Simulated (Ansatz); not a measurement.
Rows from a G0W0 calculation on CsHS (I4/m) (Ansatz 0.2.0; G0W0 on PBE, plane waves, PAW; PAW set soft_1; 2×2×2 mesh, 1064 empty bands, screening to 130 eV, PAW set soft_1 files), in eV. Spin-orbit coupling is left out.

```tsv
row	k	band	start	Σx	Σc at the solution	Vxc
A	Γ	v3	3.442	-17.599	2.126	-14.167
B	Γ	c1	7.107	-4.854	-3.449	-8.951
C	Γ	v1	3.611	-17.631	2.158	-14.146
D	Γ	c2	7.174	-5.422	-3.595	-9.568
E	Γ	v2	3.531	-17.757	2.152	-14.276
F	Γ	c3	7.401	-4.301	-3.423	-8.224
```

**Question.** Give the quasiparticle energies and the shift of each level.

The quasiparticle equation reads E = start + Σx + Σc(E) − Vxc.

```tsv
row	E (eV)	shift (eV)
A	2.135	−1.306
B	7.755	+0.648
C	2.284	−1.328
D	7.724	+0.550
E	2.202	−1.329
F	7.901	+0.500
```

The gap over the computed points goes from 3.50 eV to 5.44 eV.

Limits: not at the basis limit; no spin-orbit coupling; coarse k mesh.

[Paths, hosts, dates, memory and timing lines, banners, echoed tables and standing remarks are left out of the program output.]

[Logs are printed without paths, hosts, clocks, repeated set-up lines and the standing remarks that a program may print on its own settings, such as how far it seeks lower states.]

[Runs of the session that timed out or met a known fault of the program may be left out.]

[Cells called generated may have been cut or substituted from an entry of the Crystallography Open Database or the Materials Project.]

[Hosts, paths, dates, database ids (printed as entryN), source tags and the programs' standing remarks are cut or masked in the printed files.]
